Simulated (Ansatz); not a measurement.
# How Mo(110) screens a field

Wanted: the response of a Mo(110) slab to a perpendicular field.

Main program and level: Ansatz 0.2.0; plane-wave DFT, LDA, Ansatz PAW.

### Step 1. Set-up

The cell holds 5 atoms: 5 Mo. Its edges and angles: a = 2.728 Å, b = 2.728 Å, c = 26.910 Å, α = 90.0°, β = 90.0°, γ = 70.5°. Vacuum lies along c.

### Step 2. Atoms held, field 0

A sawtooth potential applies the field, turning back in the middle of the vacuum. With the dipole correction the typed value is the field outside the slab. The induced dipole is small, so the SCF threshold is tight.

input.yaml reads:

```yaml
crystal:
  lattice:
    - [2.2273863607, -1.575, 0.0]
    - [2.2273863607, 1.575, 0.0]
    - [0.0, 0.0, 26.909545443]
  atoms:
    - { symbol: Mo, position: [0.0, 0.0, 0.33445381] }
    - { symbol: Mo, position: [0.5, 0.5, 0.417226905] }
    - { symbol: Mo, position: [0.0, 0.0, 0.5] }
    - { symbol: Mo, position: [0.5, 0.5, 0.582773095] }
    - { symbol: Mo, position: [0.0, 0.0, 0.66554619] }
kpoints:
  mp_grid: { grid: [20, 20, 1] }
hamiltonian:
  xc: lda
scf:
  occupations: { method: fermi_dirac, width: 0.1 }
  convergence: { dr2_threshold: 1.0e-10 }
efield:
  axis: 3
  dipole_correction: true
  ramp_position: 0.97
  ramp_width: 0.06
  amplitude: 0
output:
  forces: true
  write_potential: true
  write_density: true
  volumetric_format: npy
```

Command:

```console
ansatz run input.yaml --threads 2 --pin off --max-ram 3072MiB --backend cpu --events-out ev --progress --plain --runs-dir out
```

Numbers of over 12 decimals in the logs are rounded to 6 here.

The log of the run:

```text
Engine: ansatz 0.2.0, aarch64-unknown-linux-gnu
Pseudopotentials: kind: paw
Pseudopotential: Mo, paw, valence charge 14, recommended cutoff 420 eV (normal), Mo.paw.azcp
Functional definition: SPW92
  exchange = slater_x
  correlation = pw_c
Crystal: 5 atoms, lattice volume = 188.805 Å³
Basis set: ecut = 420 eV, 3751 PW (Γ)
Bands: 42, of which v1, the nominal top of the filled ones, is band 35 counted from 1 (34 counted from 0)
Symmetry: 4 space group operations
k-points: 111 of 400
Non-local potential: Mo, projectors of the file, l = 0: 3, l = 1: 2, l = 2: 2, l = 3: 1
PAW form: soft (Blöchl's): semilocal exchange-correlation on the pseudo side does not see the compensation charge
PAW frozen core: Mo, regenerated for the run's functional, and the local potential with it (the file was generated under x = pbe(κ = 0.804, μ = 0.219515), c = pbe(β = 0.066725))
PAW one-centre angular grid: Mo, 590 points (default); XC on 64 Gauss nodes
Initial density: superposition of atomic densities (neutral atoms: chi_scale 0, normalization atom), corrected by the library's trained network
Initial wavefunctions: pseudopotential atomic-orbital guess
Functional: x = slater, c = lda
SCF iter   1: F=—  HF=-24211.307142 eV  |F-HF|=—  |Δ(HF+E_count)|=         —  Δρ=5.88e-3  dr2=2.77e-1  ethr=1.77e-3  p=0.000 e·Å  D=8.91e-14 V/Å  ΔV_dip=-0.00 eV  dr2_dipole=4.15e-7  V_vac-E_F(+/−)=5.16/5.16 eV  ⟨swp⟩=9.1  Hψ=49710  notcnv=0  defer=19
efield: sawtooth ramp at fractional position 0.9700 (set: `efield.ramp_position`, or a place that a band, a saddle search or an elastic batch's reference lends), width 0.0600; the density the first Hamiltonian is built on has a dipole p = 0.000 e·Å; the dipole correction subtracts the counter field D = 8.91e-14 V/Å, which shifts the + side's vacuum level by -0.00 eV against the − side's; the planar-averaged density in the ramp window peaks in size at 2.0e-5 e/Å³
automatic band count: the SCF goes on with 49 bands, as 42 were too few: the levels above may hold too much charge
preconditioner: auto → LDOS  [metal: Δε(μ)=0.016 eV  Ē_g=5.043 eV  σ=0.100 eV  W_gap=0.04  n_scr=18 (ndim 8)  ℏωp=14.8 eV  f_vac=0.522  D(μ)=4.68/eV (n_scr^D=18)  β→1.0]
SCF iter   2: F=—  HF=-24211.298679 eV  |F-HF|=—  |Δ(HF+E_count)|=   8.46e-3  Δρ=2.03e-3  dr2=2.11e-2  ethr=3.96e-4  p=0.000 e·Å  D=7.14e-6 V/Å  ΔV_dip=-0.00 eV  dr2_dipole=4.85e-7  V_vac-E_F(+/−)=4.98/4.98 eV  ⟨swp⟩=1.7  Hψ=6711  notcnv=0  defer=30
SCF iter   3: F=—  HF=-24211.295598 eV  |F-HF|=—  |Δ(HF+E_count)|=   3.08e-3  Δρ=5.50e-4  dr2=2.09e-3  ethr=3.02e-5  p=0.000 e·Å  D=3.40e-6 V/Å  ΔV_dip=-0.00 eV  dr2_dipole=2.03e-8  V_vac-E_F(+/−)=4.99/4.99 eV  ⟨swp⟩=2.5  Hψ=8779  notcnv=0  defer=30
SCF iter   4: F=—  HF=-24211.295337 eV  |F-HF|=—  |Δ(HF+E_count)|=   2.61e-4  Δρ=1.38e-4  dr2=7.28e-5  ethr=2.99e-6  p=0.000 e·Å  D=2.57e-6 V/Å  ΔV_dip=-0.00 eV  dr2_dipole=1.46e-9  V_vac-E_F(+/−)=4.97/4.97 eV  ⟨swp⟩=2.2  Hψ=7340  notcnv=0  defer=30
SCF iter   5: F=—  HF=-24211.295335 eV  |F-HF|=—  |Δ(HF+E_count)|=   1.66e-6  Δρ=4.92e-5  dr2=1.50e-5  ethr=1.04e-7  p=0.000 e·Å  D=1.68e-6 V/Å  ΔV_dip=-0.00 eV  dr2_dipole=7.07e-12  V_vac-E_F(+/−)=4.96/4.96 eV  ⟨swp⟩=3.0  Hψ=9017  notcnv=0  defer=30
SCF iter   6: F=—  HF=-24211.295340 eV  |F-HF|=—  |Δ(HF+E_count)|=   4.76e-6  Δρ=1.59e-5  dr2=2.02e-6  ethr=2.14e-8  p=0.000 e·Å  D=6.78e-7 V/Å  ΔV_dip=-0.00 eV  dr2_dipole=3.21e-14  V_vac-E_F(+/−)=4.95/4.95 eV  ⟨swp⟩=2.1  Hψ=6856  notcnv=0  defer=30
SCF iter   7: F=—  HF=-24211.295425 eV  |F-HF|=—  |Δ(HF+E_count)|=   8.49e-5  Δρ=4.35e-6  dr2=8.87e-8  ethr=2.89e-9  p=0.000 e·Å  D=2.75e-7 V/Å  ΔV_dip=-0.00 eV  dr2_dipole=9.40e-12  V_vac-E_F(+/−)=4.95/4.95 eV  ⟨swp⟩=2.1  Hψ=6805  notcnv=0  defer=29
SCF iter   8: F=—  HF=-24211.295425 eV  |F-HF|=—  |Δ(HF+E_count)|=   3.07e-8  Δρ=1.50e-6  dr2=9.12e-9  ethr=1.27e-10  p=0.000 e·Å  D=6.66e-8 V/Å  ΔV_dip=-0.00 eV  dr2_dipole=1.17e-13  V_vac-E_F(+/−)=4.95/4.95 eV  ⟨swp⟩=3.1  Hψ=10238  notcnv=0  defer=29
SCF iter   9: F=—  HF=-24211.295425 eV  |F-HF|=—  |Δ(HF+E_count)|=   1.40e-9  Δρ=4.33e-7  dr2=4.62e-10  ethr=1.30e-11  p=0.000 e·Å  D=2.44e-8 V/Å  ΔV_dip=-0.00 eV  dr2_dipole=7.03e-15  V_vac-E_F(+/−)=4.95/4.95 eV  ⟨swp⟩=3.0  Hψ=9611  notcnv=0  defer=28
SCF iter  10: F=-24211.295425 eV  HF=-24211.295425 eV  |F-HF|=1.20e-10  |Δ(HF+E_count)|=  6.04e-10  Δρ=1.32e-7  dr2=5.20e-11  ethr=1.00e-12  p=0.000 e·Å  D=5.96e-9 V/Å  ΔV_dip=-0.00 eV  dr2_dipole=6.16e-15  V_vac-E_F(+/−)=4.95/4.95 eV  ⟨swp⟩=12.4  Hψ=33083  notcnv=0
SCF 1 converged in 10 iterations: F = -24211.295425 eV  dr2 = 5.20e-11
  greatest PAW one-centre occupation: 0.999 electrons in one spin orbital (limit 2), on the Mo atom at site 2 (counted from 0), in its partial waves of l = 0
WARN: The output density's exchange-correlation potential varies sharply where the density is thin. Do not read a vacuum level from v_tot or v_xc, or from such a field of the output density. On a cell that repeats whose density bears no net charge and no dipole along the vacuum's axis use v_es (v_loc + v_h of the components); under efield.dipole_correction with no amplitude use v_es + v_field, which holds any externa [...]
SCF converged after 10 iterations
Free energy (F): -24211.295425 eV
Harris-Foulkes:  -24211.295425 eV  (|F-HF|=1.20e-10)
Internal energy: -24211.142703 eV  (E = F + TS)
E sigma→0 (E₀):  -24211.219064 eV
Entropy (-TS):   -0.152722 eV (-30.544 meV/atom)
Fermi energy:    5.800989 eV
Dipole field:    D = 0.000000 V/Å  (p = 0.000000 e·Å, saw-weighted, corrected)
Work function:   Φ+ = 4.9513 eV   Φ− = 4.9513 eV
Levels:          The Fermi level and band energies are counted from a zero that moves with the ramp; work functions are not
--- Per-component energies (eV) ---
  E_band       = -1333.248617
  E_kinetic    = 2198.880841
  E_local      = -103031.609285  (includes V_loc(G=0)·N_el)
  E_nonlocal   = 740.433182
  E_hartree    = 50316.567936
  E_xc         = -907.254688
  E_vxc        = -1136.948422  (∫ρ·V_xc dr)
  E_paw        = -15446.954379  (= ΣΔE_a)
  E_vpaw       = -737.139178  (= ΣTr[D̂ρ^β])
  E_aug_tail   = 0.000152  (compensation charges beyond the density's cutoff)
  E_efield     = 0.000000  (sawtooth field / dipole correction)
  E_vefield    = 0.000000  (∫n·V_field dr)
  E_ewald      = 41916.429458
  E_core_change = 2.364081  (= ΣΔE_core)
  E_smearing   = -0.152722  (= −TS)
  E_closure    = 0.000000  (closes the sum)
  Σ components = -24211.295425   (vs F -24211.295425, Δ=0.00e0)
--- Forces (eV/Å), atoms counted from 1 ---
  atom   1  Mo     0.00000000     0.00000000     1.06923364
  atom   2  Mo     0.00000000     0.00000000    -0.62675855
  atom   3  Mo     0.00000000     0.00000000    -0.00000016
  atom   4  Mo     0.00000000     0.00000000     0.62675878
  atom   5  Mo     0.00000000     0.00000000    -1.06923381
  max |Σ_I F_I| component: 9.80e-8 eV/Å
--- Band table (eV; the first three rows and the last of 111) ---
  k-point 0: bands = [... 31 lower, 4.3432, 4.4268, 4.7538, 4.9885, 5.7301, 6.1449, 6.8837, 7.0389, ... 10 higher]
  k-point 1: bands = [... 31 lower, 4.3010, 4.4650, 4.7856, 4.9219, 5.7985, 6.0118, 6.7150, 6.8722, ... 10 higher]
  k-point 2: bands = [... 31 lower, 4.2335, 4.5521, 4.6503, 5.0546, 5.5809, 6.1190, 6.1680, 6.7366, ... 10 higher]
  k-point 110: bands = [... 31 lower, 5.3854, 6.3431, 6.3514, 6.5686, 7.1034, 7.2364, 7.5661, 8.3337, ... 10 higher]
```

The job ended after 3.9 min (2 threads of Arm Neoverse N1, shared host; peak memory 0.87 GiB).

The column dr2 measures how far the density is from self-consistency, as an energy; F and HF (Harris–Foulkes) agree once it is small.

This step gave:

* energy at zero smearing: -24211.2191 eV
* work function, upper face: 4.951 eV
* dipole along the normal: 1.20e-7 e·Å

Running mean over 2.227 Å of the planar mean; the ramp of the sawtooth is left out. Electron's electrostatic potential energy less the Fermi level against z:

```csv
z (Å),electron's electrostatic potential energy less the Fermi level (eV)
4,4.95
5,4.94
6,4.81
7,3.47
8,-5.77
9,-12.2
10,-12.5
11,-12.7
12,-12.7
13,-12.7
14,-12.7
15,-12.7
16,-12.7
17,-12.5
18,-12.1
19,-4.66
20,3.76
21,4.84
22,4.94
23,4.95
```

Force by atom:

```csv
atom,x (eV/Å),y (eV/Å),z (eV/Å),size
Mo1,0.00,0.00,1.07,1.07
Mo2,0.00,0.00,-0.63,0.63
Mo3,0.00,0.00,0.00,0.00
Mo4,0.00,0.00,0.63,0.63
Mo5,0.00,0.00,-1.07,1.07
```

The work function of the upper face is 4.95 eV.

### Step 3. Single point, field 0.05 V/Å

Changes to input.yaml since step 2:

```diff
@@ -23,3 +23,3 @@
   ramp_width: 0.06
-  amplitude: 0
+  amplitude: 0.05
 output:
```

The log of the run:

```text
[...]
Crystal: 5 atoms, lattice volume = 188.805 Å³
Basis set: ecut = 420 eV, 3751 PW (Γ)
Bands: 42, of which v1, the nominal top of the filled ones, is band 35 counted from 1 (34 counted from 0)
Symmetry: 4 space group operations
k-points: 111 of 400
[...]
k-point 0: bands = [... 31 lower, 4.3430, 4.4267, 4.7536, 4.9883, 5.7299, 6.1447, 6.8836, 7.0388, ... 10 higher]
  k-point 1: bands = [... 31 lower, 4.3008, 4.4648, 4.7854, 4.9217, 5.7984, 6.0116, 6.7148, 6.8720, ... 10 higher]
  k-point 2: bands = [... 31 lower, 4.2334, 4.5519, 4.6502, 5.0544, 5.5807, 6.1186, 6.1681, 6.7364, ... 10 higher]
  k-point 110: bands = [... 31 lower, 5.3853, 6.3429, 6.3512, 6.5684, 7.1033, 7.2362, 7.5659, 8.3335, ... 10 higher]
[key lines of the parts left out:]
SCF converged after 13 iterations
Free energy (F): -24211.296050 eV
Fermi energy:    5.800831 eV
Dipole field:    D = 0.023973 V/Å  (p = 0.025013 e·Å, saw-weighted, corrected)
```

Wall time 4.4 min (2 threads); peak memory 0.83 GiB; 5.1 min of CPU time.

The dipole is 0.0250 e·Å.

### Step 4. Atoms held, field -0.05 V/Å

Changes to input.yaml since step 3:

```diff
@@ -23,3 +23,3 @@
   ramp_width: 0.06
-  amplitude: 0.05
+  amplitude: -0.05
 output:
```

The log of the run:

```text
[...]
Crystal: 5 atoms, lattice volume = 188.805 Å³
Basis set: ecut = 420 eV, 3751 PW (Γ)
Bands: 42, of which v1, the nominal top of the filled ones, is band 35 counted from 1 (34 counted from 0)
Symmetry: 4 space group operations
k-points: 111 of 400
[...]
k-point 0: bands = [... 31 lower, 4.3430, 4.4267, 4.7536, 4.9883, 5.7299, 6.1447, 6.8836, 7.0388, ... 10 higher]
  k-point 1: bands = [... 31 lower, 4.3008, 4.4648, 4.7854, 4.9217, 5.7984, 6.0116, 6.7148, 6.8720, ... 10 higher]
  k-point 2: bands = [... 31 lower, 4.2334, 4.5519, 4.6502, 5.0544, 5.5807, 6.1186, 6.1681, 6.7364, ... 10 higher]
  k-point 110: bands = [... 31 lower, 5.3853, 6.3429, 6.3512, 6.5684, 7.1033, 7.2362, 7.5659, 8.3335, ... 10 higher]
[key lines of the parts left out:]
SCF converged after 13 iterations
Free energy (F): -24211.296050 eV
Fermi energy:    5.800831 eV
Dipole field:    D = -0.023973 V/Å  (p = -0.025013 e·Å, saw-weighted, corrected)
```

The job ended after 2.7 min (2 threads; peak memory 0.85 GiB).

The dipole is -0.0250 e·Å.

### Step 5. Atoms held, field 0.1 V/Å

Changes to input.yaml since step 4:

```diff
@@ -23,3 +23,3 @@
   ramp_width: 0.06
-  amplitude: -0.05
+  amplitude: 0.1
 output:
```

The log of the run:

```text
[...]
Crystal: 5 atoms, lattice volume = 188.805 Å³
Basis set: ecut = 420 eV, 3751 PW (Γ)
Bands: 42, of which v1, the nominal top of the filled ones, is band 35 counted from 1 (34 counted from 0)
Symmetry: 4 space group operations
k-points: 111 of 400
[...]
k-point 0: bands = [... 31 lower, 4.3426, 4.4262, 4.7531, 4.9878, 5.7295, 6.1441, 6.8831, 7.0383, ... 10 higher]
  k-point 1: bands = [... 31 lower, 4.3003, 4.4643, 4.7850, 4.9212, 5.7979, 6.0111, 6.7144, 6.8715, ... 10 higher]
  k-point 2: bands = [... 31 lower, 4.2329, 4.5514, 4.6497, 5.0539, 5.5802, 6.1173, 6.1685, 6.7359, ... 10 higher]
  k-point 110: bands = [... 31 lower, 5.3848, 6.3425, 6.3508, 6.5680, 7.1028, 7.2358, 7.5655, 8.3331, ... 10 higher]
[key lines of the parts left out:]
SCF converged after 13 iterations
Free energy (F): -24211.297926 eV
Fermi energy:    5.800359 eV
Dipole field:    D = 0.047947 V/Å  (p = 0.050028 e·Å, saw-weighted, corrected)
```

Run time: 2.5 min. Hardware: 2 threads; peak memory 0.85 GiB; 5 min of CPU time.

The dipole is 0.0500 e·Å.

### Step 6. Atoms held, field -0.1 V/Å

Changes to input.yaml since step 5:

```diff
@@ -23,3 +23,3 @@
   ramp_width: 0.06
-  amplitude: 0.1
+  amplitude: -0.1
 output:
```

The log of the run:

```text
[...]
Crystal: 5 atoms, lattice volume = 188.805 Å³
Basis set: ecut = 420 eV, 3751 PW (Γ)
Bands: 42, of which v1, the nominal top of the filled ones, is band 35 counted from 1 (34 counted from 0)
Symmetry: 4 space group operations
k-points: 111 of 400
[...]
k-point 0: bands = [... 31 lower, 4.3426, 4.4262, 4.7531, 4.9878, 5.7295, 6.1441, 6.8831, 7.0383, ... 10 higher]
  k-point 1: bands = [... 31 lower, 4.3003, 4.4643, 4.7850, 4.9212, 5.7979, 6.0111, 6.7144, 6.8715, ... 10 higher]
  k-point 2: bands = [... 31 lower, 4.2329, 4.5514, 4.6497, 5.0539, 5.5802, 6.1173, 6.1685, 6.7359, ... 10 higher]
  k-point 110: bands = [... 31 lower, 5.3848, 6.3425, 6.3508, 6.5680, 7.1028, 7.2358, 7.5655, 8.3331, ... 10 higher]
[key lines of the parts left out:]
SCF converged after 13 iterations
Free energy (F): -24211.297926 eV
Fermi energy:    5.800359 eV
Dipole field:    D = -0.047947 V/Å  (p = -0.050028 e·Å, saw-weighted, corrected)
```

It took 2.6 min on 2 threads; peak memory 0.85 GiB.

The dipole is -0.0500 e·Å.

### Step 7. Atoms held, field 0.2 V/Å

Changes to input.yaml since step 6:

```diff
@@ -23,3 +23,3 @@
   ramp_width: 0.06
-  amplitude: -0.1
+  amplitude: 0.2
 output:
```

The log of the run:

```text
[...]
Crystal: 5 atoms, lattice volume = 188.805 Å³
Basis set: ecut = 420 eV, 3751 PW (Γ)
Bands: 42, of which v1, the nominal top of the filled ones, is band 35 counted from 1 (34 counted from 0)
Symmetry: 4 space group operations
k-points: 111 of 400
[...]
k-point 0: bands = [... 31 lower, 4.3409, 4.4242, 4.7513, 4.9858, 5.7276, 6.1417, 6.8814, 7.0363, ... 10 higher]
  k-point 1: bands = [... 31 lower, 4.2984, 4.4623, 4.7831, 4.9191, 5.7960, 6.0087, 6.7128, 6.8696, ... 10 higher]
  k-point 2: bands = [... 31 lower, 4.2309, 4.5493, 4.6479, 5.0518, 5.5782, 6.1125, 6.1697, 6.7341, ... 10 higher]
  k-point 110: bands = [... 31 lower, 5.3829, 6.3406, 6.3489, 6.5661, 7.1009, 7.2339, 7.5636, 8.3312, ... 10 higher]
[key lines of the parts left out:]
SCF converged after 13 iterations
Free energy (F): -24211.305431 eV
Fermi energy:    5.798468 eV
Dipole field:    D = 0.095909 V/Å  (p = 0.100071 e·Å, saw-weighted, corrected)
```

Elapsed: 2.9 min, on 2 threads; peak memory 0.85 GiB; 4.8 min of CPU time.

The dipole is 0.100 e·Å.

### Step 8. Atoms held, field -0.2 V/Å

Changes to input.yaml since step 7:

```diff
@@ -23,3 +23,3 @@
   ramp_width: 0.06
-  amplitude: 0.2
+  amplitude: -0.2
 output:
```

The log of the run:

```text
[...]
Crystal: 5 atoms, lattice volume = 188.805 Å³
Basis set: ecut = 420 eV, 3751 PW (Γ)
Bands: 42, of which v1, the nominal top of the filled ones, is band 35 counted from 1 (34 counted from 0)
Symmetry: 4 space group operations
k-points: 111 of 400
[...]
k-point 0: bands = [... 31 lower, 4.3409, 4.4242, 4.7513, 4.9858, 5.7276, 6.1417, 6.8814, 7.0363, ... 10 higher]
  k-point 1: bands = [... 31 lower, 4.2984, 4.4623, 4.7831, 4.9191, 5.7960, 6.0087, 6.7128, 6.8696, ... 10 higher]
  k-point 2: bands = [... 31 lower, 4.2309, 4.5493, 4.6479, 5.0518, 5.5782, 6.1125, 6.1697, 6.7341, ... 10 higher]
  k-point 110: bands = [... 31 lower, 5.3829, 6.3406, 6.3489, 6.5661, 7.1009, 7.2339, 7.5636, 8.3312, ... 10 higher]
[key lines of the parts left out:]
SCF converged after 13 iterations
Free energy (F): -24211.305431 eV
Fermi energy:    5.798467 eV
Dipole field:    D = -0.095909 V/Å  (p = -0.100071 e·Å, saw-weighted, corrected)
```

Elapsed: 2.9 min, on 2 threads; peak memory 0.85 GiB; 4.8 min of CPU time.

The dipole is -0.100 e·Å.

### Step 9. Atoms held, field 0.4 V/Å

Changes to input.yaml since step 8:

```diff
@@ -23,3 +23,3 @@
   ramp_width: 0.06
-  amplitude: -0.2
+  amplitude: 0.4
 output:
@@ -29 +29,2 @@
   volumetric_format: npy
+  elf: true
```

The log of the run:

```text
[...]
Crystal: 5 atoms, lattice volume = 188.805 Å³
Basis set: ecut = 420 eV, 3751 PW (Γ)
Bands: 42, of which v1, the nominal top of the filled ones, is band 35 counted from 1 (34 counted from 0)
Symmetry: 4 space group operations
k-points: 111 of 400
[...]
k-point 0: bands = [... 31 lower, 4.3339, 4.4163, 4.7436, 4.9775, 5.7199, 6.1320, 6.8741, 7.0285, ... 10 higher]
  k-point 1: bands = [... 31 lower, 4.2907, 4.4542, 4.7754, 4.9108, 5.7883, 5.9991, 6.7062, 6.8619, ... 10 higher]
  k-point 2: bands = [... 31 lower, 4.2231, 4.5410, 4.6405, 5.0433, 5.5700, 6.0953, 6.1720, 6.7264, ... 10 higher]
  k-point 110: bands = [... 31 lower, 5.3751, 6.3329, 6.3414, 6.5586, 7.0933, 7.2262, 7.5561, 8.3237, ... 10 higher]
[key lines of the parts left out:]
SCF converged after 13 iterations
Free energy (F): -24211.335461 eV
Fermi energy:    5.790777 eV
Dipole field:    D = 0.191934 V/Å  (p = 0.200264 e·Å, saw-weighted, corrected)
```

Elapsed: 2.6 min, on 2 threads; peak memory 0.86 GiB.

Running mean over 2.227 Å of the planar mean, with the applied field; the ramp of the sawtooth is left out. The electron's electrostatic potential energy less the Fermi level by z:

z (Å), electron's electrostatic potential energy less the Fermi level (eV) and a bar from the least value:
```
      3.5        3.6 ##########################
      4.0        3.8 ##########################
      4.5        4.0 ##########################
      5.0        4.2 ##########################
      5.5        4.3 ###########################
      6.0        4.4 ###########################
      6.5        4.2 ###########################
      7.0        3.3 #########################
      7.5        0.1 ####################
      8.0       -5.8 ###########
      8.5      -10.6 ###
      9.0      -12.2 #
      9.5      -12.4 
     10.0      -12.5 
     10.5      -12.6 
     11.0      -12.7 
     11.5      -12.7 
     12.0      -12.7 
     12.5      -12.7 
     13.0      -12.7 
     13.5      -12.7 
     14.0      -12.7 
     14.5      -12.7 
     15.0      -12.7 
     15.5      -12.7 
     16.0      -12.7 
     16.5      -12.6 
     17.0      -12.5 
     17.5      -12.4 
     18.0      -12.1 #
     18.5      -10.0 ####
     19.0       -4.6 #############
     19.5        1.0 ######################
     20.0        3.9 ##########################
     20.5        4.9 ############################
     21.0        5.3 ############################
     21.5        5.6 #############################
     22.0        5.8 #############################
     22.5        6.0 #############################
     23.0        6.2 ##############################
     23.5        6.4 ##############################
```

The dipole is 0.200 e·Å.

(Part 1 of 2 ends here.)

[Logs are printed without paths, hosts, clocks, repeated set-up lines and the standing remarks that a program may print on its own settings, such as how far it seeks lower states.]

[Hosts, paths, dates, database ids (printed as entryN), source tags and the programs' standing remarks are cut or masked in the printed files.]

[Maps of the electrostatic potential energy from Ansatz leave out the sawtooth potential of an applied field or a dipole correction, so their vacuum need not be flat; planar profiles and work functions include it.]
